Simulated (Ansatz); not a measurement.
**SiC (P6_3mc): how G0W0 depends on its starting point**

How much of the starting functional survives in the G0W0 gap of SiC (P6_3mc)?

Program: Ansatz 0.2.0. Level of theory: G0W0 on several functionals, plane waves, PAW. Results are calculated unless marked as measured.

Most raw output is cut from this account.

In doubt: masses and optical values from hybrid runs of this build are listed as unsure (steps 3, 4), which bears on the screening that GW takes from such a start.

### Step 1. The structure

The structure is hexagonal, space group P6_3mc (No. 186). The conventional cell has a = 3.079 Å, b = 3.079 Å, c = 20.146 Å, α = 90.00°, β = 90.00°, γ = 120.00°. Si has 4 C at 1.88 to 1.89 Å nearest. Nearest to Si lie 4 C at 1.88 to 1.89 Å. Nearest to C lie 4 Si at 1.88 to 1.89 Å. Nearest to C lie 4 Si at 1.88 to 1.89 Å. Farther neighbours are not listed.

The cell and positions come from the Crystallography Open Database and are kept as given unless a step says otherwise. The default PAW set here is soft_2. Its files were made with PBE.

### Step 2. G0W0 on r2SCAN

Now the one-shot GW correction: screening in the RPA, then the self-energy of the levels asked for.

This step: G0W0 on r2SCAN, plane waves, PAW.

File input.yaml:

```yaml
crystal:
  lattice:
    - [3.079, 0.0, 0.0]
    - [-1.5395, 2.6664922183, 0.0]
    - [0.0, 0.0, 20.146]
  atoms:
    - { symbol: Si, position: [0.3333333333, 0.6666666667, 0.25] }
    - { symbol: Si, position: [0.6666666667, 0.3333333333, 0.75] }
    - { symbol: Si, position: [0.3333333333, 0.6666666667, 0.625] }
    - { symbol: Si, position: [0.6666666667, 0.3333333333, 0.125] }
    - { symbol: Si, position: [0.0, 0.0, 0.0] }
    - { symbol: Si, position: [0.0, 0.0, 0.5] }
    - { symbol: Si, position: [0.3333333333, 0.6666666667, 0.875] }
    - { symbol: Si, position: [0.6666666667, 0.3333333333, 0.375] }
    - { symbol: C, position: [0.3333333333, 0.6666666667, 0.969] }
    - { symbol: C, position: [0.6666666667, 0.3333333333, 0.469] }
    - { symbol: C, position: [0.0, 0.0, 0.094] }
    - { symbol: C, position: [0.0, 0.0, 0.594] }
    - { symbol: C, position: [0.3333333333, 0.6666666667, 0.344] }
    - { symbol: C, position: [0.6666666667, 0.3333333333, 0.844] }
    - { symbol: C, position: [0.3333333333, 0.6666666667, 0.719] }
    - { symbol: C, position: [0.6666666667, 0.3333333333, 0.219] }
kpoints:
  mp_grid: { grid: [6, 6, 2] }
hamiltonian:
  xc: r2scan
scf:
  occupations: { method: fixed }
gw:
  n_empty_bands: 907
  ecut_chi: 180.0
  qp_bands: [v4, c4]
  qp_kpoints: band_edges
  screening: { model: contour_deformation }
```

Launch:

```bash
> ansatz run input.yaml --threads 3 --pin off --max-ram 92160MiB --backend cuda --events-out ev --progress --plain --runs-dir out --devices 1 --max-vram 13GiB  # rebuilt from the run's record
```

Run time: 2.9 min. Hardware: 1 × NVIDIA H100 80GB HBM3 (shared by 6 runs) with 3 threads of AMD EPYC 7R13 (Zen 3), shared host; peak memory 4.2 GiB; 4.5 min of CPU time.

Numbers from this step:

| Item | Value |
| --- | --- |
| bands summed | 939 |
| RPA ε∞ on this mesh (eigenvalues) | 6.158, 6.313, 6.313 |
| plane waves in the screening matrix | 927 |
| q-points in the mesh | 72 |
| G0W0 gap on the mesh | 2.814 eV |
| k of the valence top | 0, 0, 0 |
| k of the conduction bottom | 0, -0.5, 0 |
| starting gap on the mesh | 2.136 eV |
| Z at the valence top | 0.8011 |
| Z at the conduction bottom | 0.8266 |
| least direct G0W0 gap on the computed points | 4.019 eV |

The gap on the mesh goes from 2.14 eV to 2.81 eV, a correction of +0.68 eV. Between the two edge states, bare exchange in place of the xc potential would open the gap by 6.44 eV, and correlation takes back 5.76 eV.

### Step 3. G0W0 on HSE06

The same correction from a different start measures what one shot leaves open.

This step: G0W0 on HSE06, plane waves, PAW.

Edit input.yaml of step 2 so:

```diff
@@ -25,3 +25,3 @@
 hamiltonian:
-  xc: r2scan
+  xc: hse06
 scf:
```

Run time: 3.5 min. Hardware: 1 × NVIDIA H100 80GB HBM3 (shared by 6 runs) with 3 threads; peak memory 4.2 GiB.

Numbers from this step:

```
bands summed                                 : 939
RPA ε∞ on this mesh (eigenvalues)            : 5.627, 5.745, 5.745
plane waves in the screening matrix          : 927
q-points in the mesh                         : 72
G0W0 gap on the mesh                         : 3.028 eV
k of the valence top                         : 0, 0, 0
k of the conduction bottom                   : 0, -0.5, 0
starting gap on the mesh                     : 2.658 eV
Z at the valence top                         : 0.8122
Z at the conduction bottom                   : 0.8361
least direct G0W0 gap on the computed points : 4.246 eV
```

Against the run with 6×6×2 mesh, 907 empty bands, screening to 180 eV on r2SCAN, the gap moves by +0.21 eV, while the start moved by +0.52 eV.

### Step 4. G0W0 on PBE0

This step: G0W0 on PBE0, plane waves, PAW.

Edit input.yaml of step 3 so:

```diff
@@ -25,3 +25,3 @@
 hamiltonian:
-  xc: hse06
+  xc: pbe0
 scf:
```

Wall time 3.7 min (1 × NVIDIA H100 80GB HBM3 (shared by 6 runs) with 3 threads); peak memory 4.1 GiB.

This step gave:

* bands summed: 939
* RPA ε∞ on this mesh (eigenvalues): 5.234, 5.323, 5.323
* plane waves in the screening matrix: 927
* G0W0 gap on the mesh: 3.193 eV
* k of the valence top: 0, 0, 0
* k of the conduction bottom: 0, -0.5, 0
* starting gap on the mesh: 3.379 eV
* least direct G0W0 gap on the computed points: 4.423 eV

Against the run with 6×6×2 mesh, 907 empty bands, screening to 180 eV on HSE06, the gap moves by +0.16 eV, while the start moved by +0.72 eV.

### Step 5. The starts together

All on the 6×6×2 mesh with 907 empty bands and screening to 180 eV. Times are wall times on 1 × NVIDIA H100 80GB HBM3 (shared by 6 runs) with 3 threads of AMD EPYC 7R13 (Zen 3), shared host, good to a factor of about two.

| start | starting gap (eV) | shift (eV) | G0W0 gap (eV) | RPA ε∞ (harmonic mean) | Z (valence, conduction) | time |
| --- | --- | --- | --- | --- | --- | --- |
| r2SCAN | 2.14 | +0.68 | 2.81 | 6.26 | 0.80, 0.83 | 2.9 min |
| HSE06 | 2.66 | +0.37 | 3.03 | 5.71 | 0.81, 0.84 | 3.5 min |
| PBE0 | 3.38 | −0.19 | 3.19 | 5.29 | 0.82, 0.84 | 3.7 min |

The parts of the quasiparticle energy at the two band edges (eV; QP = start + Σx + Σc − Vxc):

| run | edge | start | Σx | Σc | Vxc | Z | QP |
| --- | --- | --- | --- | --- | --- | --- | --- |
| r2SCAN | valence top | 9.40 | -18.26 | 1.81 | -15.87 | 0.80 | 8.82 |
| r2SCAN | conduction bottom | 11.54 | -7.25 | -3.95 | -11.29 | 0.83 | 11.63 |
| HSE06 | valence top | 8.92 | -18.27 | 1.70 | -16.27 | 0.81 | 8.62 |
| HSE06 | conduction bottom | 11.58 | -7.15 | -3.94 | -11.16 | 0.84 | 11.65 |
| PBE0 | valence top | 8.55 | -18.29 | 1.63 | -16.65 | 0.82 | 8.54 |
| PBE0 | conduction bottom | 11.93 | -7.13 | -3.87 | -10.81 | 0.84 | 11.73 |

For a hybrid start, Vxc holds its share of exact exchange.

### Step 6. Summary of results

```
G0W0@r2SCAN  : 2.81 eV (start 2.14 eV)
G0W0@HSE06   : 3.03 eV (start 2.66 eV)
G0W0@PBE0    : 3.19 eV (start 3.38 eV)
known limits : not at the basis limit
```

**Reading.** The starting gaps span 1.24 eV and the G0W0 gaps 0.38 eV. Between r2SCAN and PBE0, 0.38 eV of the 1.24 eV survives, 31 %. PBE0 screens less than r2SCAN (ε∞ 5.29 against 6.26). Of the 0.38 eV by which its G0W0 gap is higher, the correlation part gives +0.26 eV, and exchange with the one-particle terms, which follow the orbitals, +0.12 eV. On PBE0 the correction is negative: that start lies above its own G0W0 value. The smallest correction, −0.19 eV, is on PBE0, the start nearest to reproducing itself. Bands and cutoff are finite, so the gap is not at the basis limit. The miss can reach some tenths of an eV and take either sign; the mesh is an error of its own. The program warns that the mesh is coarse for exact exchange, which bears on the hybrid start's gap.

[Paths, hosts, dates, memory and timing lines, banners, echoed tables and standing remarks are left out of the program output.]

[Logs are printed without paths, hosts, clocks, repeated set-up lines and the standing remarks that a program may print on its own settings, such as how far it seeks lower states.]

[Runs of the session that timed out or met a known fault of the program may be left out.]

[Cells called generated may have been cut or substituted from an entry of the Crystallography Open Database or the Materials Project.]

[Hosts, paths, dates, database ids (printed as entryN), source tags and the programs' standing remarks are cut or masked in the printed files.]
